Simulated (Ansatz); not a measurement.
# Which site? Ge in place of Si in amorphous Si (132 atoms): runs compared

At which site of amorphous Si (132 atoms) does Ge in place of Si cost least, and what about the site decides it?

Computed with Ansatz 0.2.0: Kohn-Sham DFT, PBE, PAW (set soft_2), plane waves.

## (1) The cell as built

The cell holds 132 atoms: 132 Si. Its edges and angles: a = 13.966 Å, b = 13.966 Å, c = 13.966 Å, α = 90.0°, β = 90.0°, γ = 90.0°. 132 atoms (132 Si) placed at random at 2.26 g/cm³, melted at 2500 K for 20 ps at fixed volume with the modified Tersoff potential (Kumagai, Izumi, Hara and Sakai, Comput. Mater. Sci. 39, 457 (2007)). Quenched from 2500 K to 300 K at 20 K/ps and fixed volume, held 5 ps. The starting density is a measured one.

What the set-up can't give: The quench rate of 20 K/ps is many orders above laboratory rates, so the cell is likely richer in defects and strain than a real sample. The starting topology of bonds comes from the classical model, and needn't be the one that DFT or experiment would give. Sampling is at Γ alone, for a cell whose shortest periodic width is 14 Å.

## (2) The reference run

The reference is a single point at the end of the relaxation.

Every defect cell starts from the geometry of this run and is relaxed in the fixed cell.

Its input, with most atom lines left out:

```yaml
crystal:
  lattice:
    - [13.9657, 0.0, 0.0]
    - [0.0, 13.9657, 0.0]
    - [0.0, 0.0, 13.9657]
  atoms:
    - { symbol: Si, position: [0.10312, 0.18653, 0.36539] }
    - { symbol: Si, position: [0.10274, 0.99833, 0.79225] }
    - { symbol: Si, position: [0.17448, 0.14294, 0.1443] }
    - { symbol: Si, position: [0.22539, 0.30309, 0.13637] }
    - { symbol: Si, position: [0.6412, 0.76303, 0.1599] }
    - { symbol: Si, position: [0.69641, 0.06802, 0.08533] }
    - { symbol: Si, position: [0.79784, 0.81571, 0.18183] }
    [... atom lines 8 to 132 left out ...]
kpoints:
  mp_grid: { grid: [1, 1, 1] }
hamiltonian:
  xc: pbe
scf:
  occupations: { method: gaussian, width: 0.025 }
output:
  forces: true
  stress: true
  populations: true
  dos:
    method: { smearing: { sigma: 0.15 } }
    de: 0.1
    projected: { site_lists: { Si: [Si] } }
  eigenvalues: true
  write_density: true
  write_potential: true
  volumetric_format: npy
```

| Item | Value |
| --- | --- |
| free energy per atom | -635.6014 eV/atom |
| r.m.s. force component | 0.00296 eV/Å |
| pressure | -0.2185 GPa |

The highest filled and lowest empty levels lie only 0.15 eV apart (at Γ alone), which on so few k-points needn't be a gap.

## (3) The runs

Each row is one run, on 4 threads of Arm Neoverse V2, shared host. The free energy is the program's total, comparable only between runs with the same functional, potentials and atoms.

| run | atoms | outcome | ionic steps, all passes | free energy (eV) | time | host memory (GiB) |
| --- | --- | --- | --- | --- | --- | --- |
| Single point at the start | 132 | converged | - | -83892.790 | 23 s | 3.0 |
| Relaxation | 132 | converged | 12 | -83899.389 | 3.2 min | 3.0 |
| Single point at the relaxed geometry | 132 | converged | - | -83899.389 | 43 s | 3.1 |
| Ge on a site of Si, site Si24 | 132 | converged | 3 | -87558.864 | 88 s | 3.2 |
| Ge on a site of Si, site Si11 | 132 | converged | 8 | -87558.504 | 3.9 min | 3.2 |
| Ge on a site of Si, site Si91 | 132 | converged | 3 | -87558.570 | 85 s | 3.2 |
| Ge on a site of Si, site Si93 | 132 | converged | 3 | -87558.471 | 86 s | 3.2 |
| Ge on a site of Si, site Si61 | 132 | converged | 3 | -87558.555 | 87 s | 3.2 |
| Ge on a site of Si, site Si1 | 132 | converged | 13 | -87558.661 | 6.2 min | 3.3 |

Local excerpt of 10 atoms (numbers count through the whole input) about site Si24, the cheapest one, after relaxation; x, y, z are measured from there.

```
 atom      x      y      z  distance (Å)  bonds
 Ge24  -0.03   0.00   0.00          0.03      2
 Si89   2.33  -0.40  -0.58          2.44      4
 Si32  -0.77   1.97  -1.25          2.45      4
 Si43   0.88   0.30   2.70          2.86      4
 Si26  -1.88  -1.94   1.12          2.93      4
Si131  -1.53   0.25  -2.66          3.08      4
Si102  -0.32  -1.79  -2.53          3.12      4
 Si93  -0.91   1.84   2.57          3.29      4
  Si3   2.93   0.48   1.51          3.33      4
 Si47  -0.45  -1.61   2.96          3.40      4
```

The column of bonds counts only the pairs Si-Si within 2.77 Å, Si-Ge within 2.68 Å; other neighbours, such as metal atoms beside each other in a compound, aren't counted, and periodic images can show an atom twice.

## (4) The sites compared

All these cells hold the same atoms, so their energies can be compared with no chemical potential.

```csv
site,neighbours,mean distance (Å),atoms within 6 Å,energy over the best site (eV),before relaxation (eV),gain on relaxing (eV)
Si24,Si2,2.38,41,0.00,0.00,0.06
Si1,Si4,2.38,41,0.20,0.35,0.20
Si91,Si4,2.41,41,0.29,0.29,0.05
Si61,Si4,2.39,42,0.31,0.30,0.05
Si11,Si5,2.49,42,0.36,0.41,0.11
Si93,Si4,2.36,45,0.39,0.38,0.05
```

Neighbours are those of the relaxed host within 2.73 Å (Si-Si); other pairs aren't counted.

## (5) Findings

The cheapest site is Si24 (2 neighbours, Si2); the dearest, Si93 (4 neighbours, Si4), costs 0.39 eV more. By coordination the energies over the best site are 0.00 eV with 2 neighbours, 0.20 to 0.39 eV with 4 neighbours and 0.36 eV with 5 neighbours. Relaxation gains 0.047 to 0.20 eV and leaves the best site the same.

**Limits.** Defects are neutral and interact with their images. In a disordered cell the relaxation can also rearrange atoms far from the site. Only 6 of the 132 Si sites were tried; unless symmetry makes the others alike to these, a cheaper one may exist.

The DFT runs together took 20 min of wall time.

[Logs are printed without paths, hosts, clocks, repeated set-up lines and the standing remarks that a program may print on its own settings, such as how far it seeks lower states.]

[Hosts, paths, dates, database ids (printed as entryN), source tags and the programs' standing remarks are cut or masked in the printed files.]
